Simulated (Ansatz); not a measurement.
# Decaying states in the gap of La2Cu2TeSO2, part 2 of 4

Wanted: the relaxed cell of La2Cu2TeSO2, its band edges and its decay constants. It is built by putting Te for Se in the La2Cu2SeSO2 structure of space group P4mm, with the volume rescaled by atomic radii. The parent structure comes from the Materials Project.

Ansatz 0.2.0; PBE DFT, plane waves, PAW files (the session's first sound run).

So far. Step 2 (Cell and atoms at rest): The largest force component on a free atom ends at 0.0010 eV/Å.

The structure was built from a prototype and need not be the compound's stable phase.

**3. The bulk crystal and its band edges**

The energy window and the wavevectors of the next steps follow from the band edges, so these are searched first, off the mesh as well.

The input, input.yaml:

```yaml
crystal:
  lattice:
    - [4.0891032232, 0.0, 0.0]
    - [0.0, 4.0891032232, 0.0]
    - [0.0, 0.0, 9.052638133]
  atoms:
    - { symbol: La, position: [0.5, 0.5, 0.8798514925] }
    - { symbol: La, position: [0.0, 0.0, 0.151281468] }
    - { symbol: Cu, position: [0.0, 0.5, 0.471225254] }
    - { symbol: Cu, position: [0.5, 0.0, 0.471225254] }
    - { symbol: Te, position: [0.0, 0.0, 0.6653974387] }
    - { symbol: S, position: [0.5, 0.5, 0.3313880325] }
    - { symbol: O, position: [0.0, 0.5, 0.0148145301] }
    - { symbol: O, position: [0.5, 0.0, 0.0148145301] }
kpoints:
  mp_grid: { grid: [6, 6, 4] }
  band_path: { path: [VBM, CBM], npoints: 30 }
scf:
  occupations: { method: fixed }
hamiltonian:
  xc: pbe
output:
  eigenvalues: true
  write_potential: true
  write_density: true
  volumetric_format: npy
  elf: true
```

On the command line:

```sh
$ ansatz run input.yaml --threads 2 --pin off --max-ram 4096MiB --backend cpu --events-out ev --progress --plain --runs-dir out
```

Numbers of over 12 decimals in the logs are rounded to 6 here.

The log of the run:

```text
[...]
Crystal: 8 atoms, lattice volume = 151.367 Å³
Basis set: ecut = 420 eV, 2959 PW (Γ)
Bands: 57, of which v1, the nominal top of the filled ones, is band 47 counted from 1 (46 counted from 0)
Symmetry: 8 space group operations
[...]
k-points: 30 of 144 (time reversal used)
[...]
SCF iter   1: F=—  HF=-34778.108792 eV  |F-HF|=—  |Δ(HF+E_count)|=         —  Δρ=2.21e-3  dr2=5.02e-3  ethr=1.77e-3  ⟨swp⟩=6.7  Hψ=5743  notcnv=0  defer=209
[...]
SCF iter   9: F=-34778.111796 eV  HF=-34778.111796 eV  |F-HF|=1.01e-8  |Δ(HF+E_count)|=   4.64e-8  Δρ=2.61e-6  dr2=1.73e-8  ethr=1.06e-10  ⟨swp⟩=12.9  Hψ=7695  notcnv=0
SCF 1 converged in 9 iterations: F = -34778.111796 eV  dr2 = 1.73e-8
[...]
NSCF: frozen V_eff on 40 k-points
[...]
SCF converged after 9 iterations
Free energy (F): -34778.111796 eV
[...]
Internal energy: -34778.111796 eV  (E = F + TS)
E sigma→0 (E₀):  -34778.111796 eV
Fermi energy:    11.658567 eV
[...]
--- Band table (eV; the first three rows and the last of 30) ---
  k-point 0: bands = [... 43 lower, 10.0664, 11.0341, 11.6586, 11.6586, 12.9687, 13.0184, 13.6431, 14.0796, ... 6 higher]
  k-point 1: bands = [... 43 lower, 10.0664, 10.8164, 11.6126, 11.6126, 12.9993, 13.1923, 13.5713, 14.1639, ... 6 higher]
  k-point 2: bands = [... 43 lower, 10.0664, 10.6058, 11.5662, 11.5662, 13.0398, 13.3452, 13.4887, 14.1637, ... 6 higher]
  k-point 29: bands = [... 43 lower, 9.5440, 9.5440, 10.2029, 10.2029, 13.7843, 14.0643, 14.1071, 14.1071, ... 6 higher]
```

Elapsed: 50 s, on 2 threads of Arm Neoverse V2, shared host; peak memory 0.61 GiB.

The column dr2 measures how far the density is from self-consistency, as an energy; F and HF (Harris–Foulkes) agree once it is small.

Numbers from this step:

```yaml
free_energy: -34778.1118 eV
fermi_energy: 11.66 eV
gap_on_the_k_mesh: 1.310 eV
gap_on_path: 1.310 eV, by band count; negative where bands overlap
direct_gap_on_path: 1.310 eV
edge_places_on_path: 0, 0 1/A along the path
```

Levels at VBM (eV): -5.33, -5.09, -4.54, -4.54, -4.53, -4.16, -4.16, -3.75, -3.07, -3.07, -3.06, -2.86, -2.86, -2.33, -2.26, -1.95, -1.68, -1.68, -1.59, -0.62, 0.00, 0.00, 1.31, 1.36, 1.98, 2.42, 2.51, 2.66, 2.66, 2.72, 2.77, 2.77.

Valence density in the ac plane at fractional y = 0.000, with atoms of La and Cu and Te and O within 0.2 Å of it. It is the smooth field of the valence electrons, not physical close to the nuclei.

Ten steps, logarithmic in the rise over the least value, from '0' (0 e/Å³) to '9' (58 e/Å³), each cell a mean:
```
00001244320000
00000111100000
00000000000000
00000000000000
00000000000000
22100000000112
54210000000135
76310000001256
65310000001146
43110000000123
11100123210011
00001477631000
00002599741000
00001367530000
00000122210000
00000000000000
00000000000000
11100000000011
22210000000122
22220000001222
22220000001222
22211122111122
21111244421112
00001355431000
```
Columns run along a (4.1 Å), rows up along c (9.1 Å). Atoms in or near the plane, at fractional coordinates: La at (0.00, 0.15), Cu at (0.50, 0.47), Te at (0.00, 0.67), O at (0.50, 0.01).

ELF in the ac plane at fractional y = 0.000, with atoms of La and Cu and Te and O within 0.2 Å of it. It is the smooth field of the valence electrons, not physical close to the nuclei.

Ten even steps from '_' (0.01) to '@' (0.89), each cell a mean:
```
______--##%%%%%%%%%%**::____
______..==**%%%%##**--..____
....____..::------::______..
++++==::..__________..::==++
######**==..______::++**####
++++**####==..__::++####**++
..::++**##++::..--**##**--::
____--++**++::..--****++..__
____--++**==::..--++**++::__
::--++**==::......--++++==--
++++++==::..::::....--++++++
++==--::..::++**==::..::==++
::::::....--%%@@**::....::::
..........::==++--::........
____....::..::::....::....__
______................______
--::..____........______..::
%%%%**--____________..==##%%
##%%@@##::__________==%%@@%%
..==%%%%--____..__..**@@##--
__--%%%%--..==++--..++%%##::
##%%%%++::++%%%%##==--**%%##
@@%%++::++%%%%##%%%%----##@@
==::..::##%%++--##@@**....--
```
Columns run along a (4.1 Å), rows up along c (9.1 Å). Atoms in or near the plane, at fractional coordinates: La at (0.00, 0.15), Cu at (0.50, 0.47), Te at (0.00, 0.67), O at (0.50, 0.01).

Electrostatic potential energy in the ac plane at fractional y = 0.000, with atoms of La and Cu and Te and O within 0.2 Å of it. With pseudopotentials it is smooth inside the atoms' cores, unlike the true potential.

Ten even steps from '0' (-36 eV) to '9' (15 eV), each cell a mean:
```
99999732489999
99999998999999
99999999999999
99999999999999
88999999999998
66789999999866
98669999998679
99858999997599
99768999997589
77579998998667
67888744578876
99996200038999
99995100027999
99997300148999
99999755689999
99999999999999
88899999999988
45789999998765
01368999997520
41047999986302
62047999986303
00268877887510
34688611378754
88898400159988
```
Columns run along a (4.1 Å; values clipped at the 3rd and 97th percentile), rows up along c (9.1 Å). Atoms in or near the plane, at fractional coordinates: La at (0.00, 0.15), Cu at (0.50, 0.47), Te at (0.00, 0.67), O at (0.50, 0.01).

The searched edges give 1.31 eV, as on the mesh.

**4. Complex bands, plane (100), k-mesh 6×4×6**

This step: PBE DFT, plane waves, PAW files; complex bands by layer matching along the plane's normal (Ansatz 0.2.0).

The same crystal is laid in a cell whose first two vectors span the (100) plane (indices of the standard conventional cell, whose axes can be ordered otherwise than in the bulk input). At fixed energy and wavevector in the plane the solver finds all kz, real and complex. A few wavevectors are listed, (0, 0) and (0.5, 0) in units of the plane's reciprocal vectors; the slowest state needn't be among them.

The input, input.yaml:

```yaml
crystal:
  lattice:
    - [4.089103223, 0.0, 0.0]
    - [0.0, 9.052638133, 0.0]
    - [0.0, 0.0, 4.089103223]
  atoms:
    - { symbol: La, position: [0.5, 0.8798514925, 0.5] }
    - { symbol: La, position: [0.0, 0.151281468, 0.0] }
    - { symbol: Cu, position: [0.5, 0.471225254, 0.0] }
    - { symbol: Cu, position: [0.0, 0.471225254, 0.5] }
    - { symbol: Te, position: [0.0, 0.6653974387, 0.0] }
    - { symbol: S, position: [0.5, 0.3313880325, 0.5] }
    - { symbol: O, position: [0.5, 0.0148145301, 0.0] }
    - { symbol: O, position: [0.0, 0.0148145301, 0.5] }
kpoints:
  mp_grid: { grid: [6, 4, 6] }
scf:
  occupations: { method: fixed }
hamiltonian:
  xc: pbe
output:
  eigenvalues: true
  transmission:
    leads: [[0, 0]]
    kpoints: [[0.0, 0.0], [0.5, 0.0]]
    e_range: [-1.0, 2.31]
    de: 0.07
```

The log of the run:

```text
[...]
Crystal: 8 atoms, lattice volume = 151.367 Å³
Basis set: ecut = 420 eV, 2959 PW (Γ)
Bands: 57, of which v1, the nominal top of the filled ones, is band 47 counted from 1 (46 counted from 0)
Symmetry: 8 space group operations
[...]
k-points: 30 of 144 (time reversal used)
[...]
SCF iter   1: F=—  HF=-34778.108861 eV  |F-HF|=—  |Δ(HF+E_count)|=         —  Δρ=2.21e-3  dr2=5.02e-3  ethr=1.77e-3  ⟨swp⟩=6.7  Hψ=5778  notcnv=0  defer=204
[...]
SCF iter   9: F=-34778.111796 eV  HF=-34778.111796 eV  |F-HF|=9.10e-9  |Δ(HF+E_count)|=   4.23e-8  Δρ=2.47e-6  dr2=1.61e-8  ethr=1.06e-10  ⟨swp⟩=12.0  Hψ=7523  notcnv=0
SCF 1 converged in 9 iterations: F = -34778.111796 eV  dr2 = 1.61e-8
[...]
transmission: 6 of 12 steps passed
transmission: 12 of 12 steps passed
SCF converged after 9 iterations
Free energy (F): -34778.111796 eV
[...]
Internal energy: -34778.111796 eV  (E = F + TS)
E sigma→0 (E₀):  -34778.111796 eV
Fermi energy:    11.658568 eV
[...]
--- Band table (eV; the first three rows and the last of 30) ---
  k-point 0: bands = [... 43 lower, 10.0664, 11.0341, 11.6586, 11.6586, 12.9687, 13.0184, 13.6431, 14.0796, ... 6 higher]
  k-point 1: bands = [... 43 lower, 10.3146, 10.9648, 10.9833, 11.5862, 13.1883, 13.5969, 13.8807, 14.1435, ... 6 higher]
  k-point 2: bands = [... 43 lower, 10.5679, 10.5837, 10.7233, 11.3850, 13.3299, 13.6994, 14.0003, 14.1320, ... 6 higher]
  k-point 29: bands = [... 43 lower, 9.5440, 9.5440, 10.2029, 10.2029, 13.7843, 14.0643, 14.1071, 14.1071, ... 6 higher]
--- Transmission ---
  basis      : 323 plane waves across, 6 finite elements along
  points     : 2, as listed
  energies   : 48 from -1.000000 to 2.290000 eV about the Fermi level, 0.070000 eV apart; the leads are filled to 0.655088 eV, and channels, transmission and decay are at 0.680000 eV
  crystal 0  : La2Cu2Te1O2S1, at the sites [0, 0], period 4.0891 Å: whole cells are its period
    offset         : up to 0.0000 Å between an atom of the period and one for which it stands
    channels       : 0.000000e0 a spin
    conductance    : none, the energies end too early or step too widely for 300 K: set another output.transmission.e_range or a lower de, or, where they end at an eighth of basis.ecutwfc, a higher one
    slowest decay  : 0.1411 /Å at (0.0000, 0.0000)
```

Elapsed: 85 s, on 2 threads; peak memory 1.4 GiB; 2.8 min of CPU time.

Numbers from this step:

| Quantity | Value |
| --- | --- |
| level to which the leads are filled | 0.6551 eV from the Fermi level |
| decay constant at the filling level, zone centre | 0.1411 Å⁻¹ |
| decay constant at the filling level, slowest listed point | 0.1411 Å⁻¹ |

K parallel (0, 0); values up to 1.5 1/Å, a degenerate pair printed once or twice; energies at which all values exceed this have no row. Im kz of the slowest decaying states against energy, zero at the highest filled level on the SCF mesh:

| energy (eV) | decay 1 (Å⁻¹) | decay 2 (Å⁻¹) | decay 3 (Å⁻¹) | decay 4 (Å⁻¹) |
| --- | --- | --- | --- | --- |
| -1.00 | 0.193 | 0.277 | 0.551 | 0.594 |
| -0.86 | 0.120 | 0.193 | 0.331 | 0.558 |
| -0.72 | 0.179 | 0.180 | 0.357 | 0.563 |
| -0.58 | 0.156 | 0.166 | 0.373 | 0.539 |
| -0.44 | 0.0317 | 0.254 | 0.384 | 0.502 |
| -0.37 | 0.293 | 0.388 | 0.468 | 0.575 |
| -0.23 | 0.288 | 0.394 | 0.416 | 0.574 |
| -0.09 | 0.261 | 0.397 | 0.452 | 0.568 |
| -0.02 | 0.254 | 0.397 | 0.464 | 0.561 |
| 0.05 | 0.0501 | 0.214 | 0.248 | 0.398 |
| 0.19 | 0.0923 | 0.238 | 0.397 | 0.431 |
| 0.33 | 0.115 | 0.227 | 0.394 | 0.498 |
| 0.47 | 0.129 | 0.216 | 0.389 | 0.474 |
| 0.61 | 0.138 | 0.203 | 0.382 | 0.447 |
| 0.68 | 0.141 | 0.195 | 0.378 | 0.432 |
| 0.82 | 0.143 | 0.178 | 0.368 | 0.400 |
| 0.96 | 0.140 | 0.158 | 0.355 | 0.363 |
| 1.10 | 0.122 | 0.138 | 0.319 | 0.338 |
| 1.24 | 0.0782 | 0.108 | 0.264 | 0.316 |
| 1.38 | 0.209 | 0.262 | 0.306 | 0.447 |
| 1.52 | 0.146 | 0.175 | 0.312 | 0.418 |
| 1.66 | 0.151 | 0.303 | 0.383 | 0.425 |
| 1.73 | 0.112 | 0.139 | 0.295 | 0.363 |
| 1.87 | 0.104 | 0.171 | 0.285 | 0.315 |
| 2.01 | 0.114 | 0.250 | 0.284 | 0.380 |
| 2.15 | 0.0242 | 0.0992 | 0.177 | 0.341 |
| 2.29 | 0.114 | 0.144 | 0.276 | 0.351 |

K parallel (0, 0). Re kz of states that move upwards against energy, zero at the highest filled level on the SCF mesh:

| energy (eV) | channel 1 (Å⁻¹) | channel 2 (Å⁻¹) | channel 3 (Å⁻¹) |
| --- | --- | --- | --- |
| -1.00 | -0.612 | -0.405 | 0.595 |
| -0.86 | -0.433 | -0.325 | - |
| -0.72 | -0.294 | -0.269 | - |
| -0.51 | -0.203 | - | - |
| -0.37 | -0.622 | -0.162 | - |
| -0.23 | -0.465 | -0.120 | - |
| -0.09 | -0.286 | -0.0710 | - |
| -0.02 | -0.135 | -0.0325 | - |
| 0.12 | - | - | - |
| 0.26 | - | - | - |
| 0.40 | - | - | - |
| 0.54 | - | - | - |
| 0.75 | - | - | - |
| 0.89 | - | - | - |
| 1.03 | - | - | - |
| 1.17 | - | - | - |
| 1.38 | 0.0433 | 0.108 | - |
| 1.52 | 0.118 | 0.247 | - |
| 1.66 | -0.547 | 0.166 | 0.416 |
| 1.80 | 0.209 | - | - |
| 2.01 | 0.0596 | 0.289 | - |
| 2.15 | 0.196 | - | - |
| 2.29 | -0.583 | 0.301 | - |

K parallel (0.5, 0); values up to 1.5 1/Å, a degenerate pair printed once or twice; energies at which all values exceed this have no row. Table of Im kz of the slowest decaying states by energy, zero at the highest filled level on the SCF mesh:

| energy (eV) | decay 1 (Å⁻¹) | decay 2 (Å⁻¹) | decay 3 (Å⁻¹) | decay 4 (Å⁻¹) |
| --- | --- | --- | --- | --- |
| -1.00 | 0.114 | 0.183 | 0.444 | 0.498 |
| -0.86 | 0.118 | 0.327 | 0.377 | 0.598 |
| -0.65 | 0.202 | 0.368 | 0.428 | 0.586 |
| -0.51 | 0.226 | 0.387 | 0.454 | 0.584 |
| -0.37 | 0.0731 | 0.242 | 0.400 | 0.477 |
| -0.16 | 0.138 | 0.256 | 0.413 | 0.502 |
| -0.02 | 0.162 | 0.261 | 0.418 | 0.508 |
| 0.12 | 0.179 | 0.264 | 0.421 | 0.492 |
| 0.33 | 0.198 | 0.262 | 0.423 | 0.469 |
| 0.47 | 0.206 | 0.258 | 0.421 | 0.455 |
| 0.68 | 0.215 | 0.248 | 0.416 | 0.432 |
| 0.82 | 0.219 | 0.238 | 0.410 | 0.416 |
| 0.96 | 0.221 | 0.224 | 0.398 | 0.401 |
| 1.17 | 0.195 | 0.221 | 0.368 | 0.382 |
| 1.31 | 0.167 | 0.220 | 0.344 | 0.364 |
| 1.45 | 0.123 | 0.216 | 0.316 | 0.339 |
| 1.66 | 0.208 | 0.258 | 0.276 | 0.419 |
| 1.80 | 0.193 | 0.193 | 0.198 | 0.396 |
| 1.94 | 0.185 | 0.195 | 0.360 | 0.478 |
| 2.15 | 0.0500 | 0.146 | 0.160 | 0.282 |
| 2.29 | 0.0132 | 0.0388 | 0.112 | 0.294 |

At the listed wavevectors the last open channel is at -0.02 eV and the next at +1.38 eV on the grid. At +0.68 eV, the grid energy nearest the filling level (the middle of the gap on the SCF mesh), the slowest state at the listed wavevectors decays with κ = 0.141 Å⁻¹, its amplitude falling by e over 7.1 Å. Through 1 nm of this crystal that state's transmission falls by exp(−2 × 0.141 Å⁻¹ × 10 Å) = 0.059.

**5. Decay over the two-dimensional zone**

The listed points could miss the slowest state, so one energy near mid-gap is solved on a mesh of 12×4.

input.yaml, as its differences from that of step 4:

```diff
@@ -22,6 +22,2 @@
   eigenvalues: true
-  transmission:
-    leads: [[0, 0]]
-    kpoints: [[0.0, 0.0], [0.5, 0.0]]
-    e_range: [-1.0, 2.31]
-    de: 0.07
+  transmission: { leads: [[0, 0]], kmesh: [12, 4], e_range: [0.66, 0.67], de: 0.05 }
```

The log of the run:

```text
[...]
Crystal: 8 atoms, lattice volume = 151.367 Å³
Basis set: ecut = 420 eV, 2959 PW (Γ)
Bands: 57, of which v1, the nominal top of the filled ones, is band 47 counted from 1 (46 counted from 0)
Symmetry: 8 space group operations
[...]
k-points: 30 of 144 (time reversal used)
[...]
SCF iter   1: F=—  HF=-34778.108861 eV  |F-HF|=—  |Δ(HF+E_count)|=         —  Δρ=2.21e-3  dr2=5.02e-3  ethr=1.77e-3  ⟨swp⟩=6.7  Hψ=5778  notcnv=0  defer=204
[...]
SCF iter   9: F=-34778.111796 eV  HF=-34778.111796 eV  |F-HF|=9.10e-9  |Δ(HF+E_count)|=   4.23e-8  Δρ=2.47e-6  dr2=1.61e-8  ethr=1.06e-10  ⟨swp⟩=12.0  Hψ=7523  notcnv=0
SCF 1 converged in 9 iterations: F = -34778.111796 eV  dr2 = 1.61e-8
[...]
transmission: 24 of 126 steps passed
transmission: 48 of 126 steps passed
[...]
transmission: 126 of 126 steps passed
SCF converged after 9 iterations
Free energy (F): -34778.111796 eV
[...]
Internal energy: -34778.111796 eV  (E = F + TS)
E sigma→0 (E₀):  -34778.111796 eV
Fermi energy:    11.658568 eV
[...]
--- Band table (eV; the first three rows and the last of 30) ---
  k-point 0: bands = [... 43 lower, 10.0664, 11.0341, 11.6586, 11.6586, 12.9687, 13.0184, 13.6431, 14.0796, ... 6 higher]
  k-point 1: bands = [... 43 lower, 10.3146, 10.9648, 10.9833, 11.5862, 13.1883, 13.5969, 13.8807, 14.1435, ... 6 higher]
  k-point 2: bands = [... 43 lower, 10.5679, 10.5837, 10.7233, 11.3850, 13.3299, 13.6994, 14.0003, 14.1320, ... 6 higher]
  k-point 29: bands = [... 43 lower, 9.5440, 9.5440, 10.2029, 10.2029, 13.7843, 14.0643, 14.1071, 14.1071, ... 6 higher]
--- Transmission ---
  basis      : 323 plane waves across, 6 finite elements along
  points     : 21, standing for a mesh of 12 x 4
  energies   : 1 from 0.660000 to 0.660000 eV about the Fermi level; the leads are filled to 0.655088 eV, and channels, transmission and decay are at 0.660000 eV
[...]
channels       : 0.000000e0 a spin
    conductance    : none, crystal 0 has no channel at the energies, or these end too early or step too widely for 300 K: set another output.transmission.e_range or a lower de, or, where they end at an eighth of basis.ecutwfc, a higher one
    slowest decay  : 0.1404 /Å at (0.0000, 0.0000)
```

Run time: 84 s. Hardware: 2 threads; peak memory 1.4 GiB.

This step gave:

| Property | Result |
| --- | --- |
| least decay constant on the mesh | 0.1404 Å⁻¹ |

Slowest decay constant (1/Å; 0 where a channel is open) over k1 and k2. At 0.6600 eV from the Fermi level.

Ten even steps from '_' (0.140) to '@' (0.215):
```
@@%%##**==::..::==**##%%
@@%%**==::______::==**%%
@@%%##**==::..::==**##%%
%%%%%%##**--::--**##%%%%
```
Columns: k1 (b1) from -0.5 to 0.417; rows upwards: k2 (b2) from -0.5 to 0.25.

The least value on the mesh is 0.140 Å⁻¹ at +0.66 eV. At that energy the listed points give about 0.140 Å⁻¹ by interpolation, so the mesh holds no clearly slower state.

(Part 2 of 4 ends here.)

[Logs are printed without paths, hosts, clocks, repeated set-up lines and the standing remarks that a program may print on its own settings, such as how far it seeks lower states.]

[Hosts, paths, dates, database ids (printed as entryN), source tags and the programs' standing remarks are cut or masked in the printed files.]
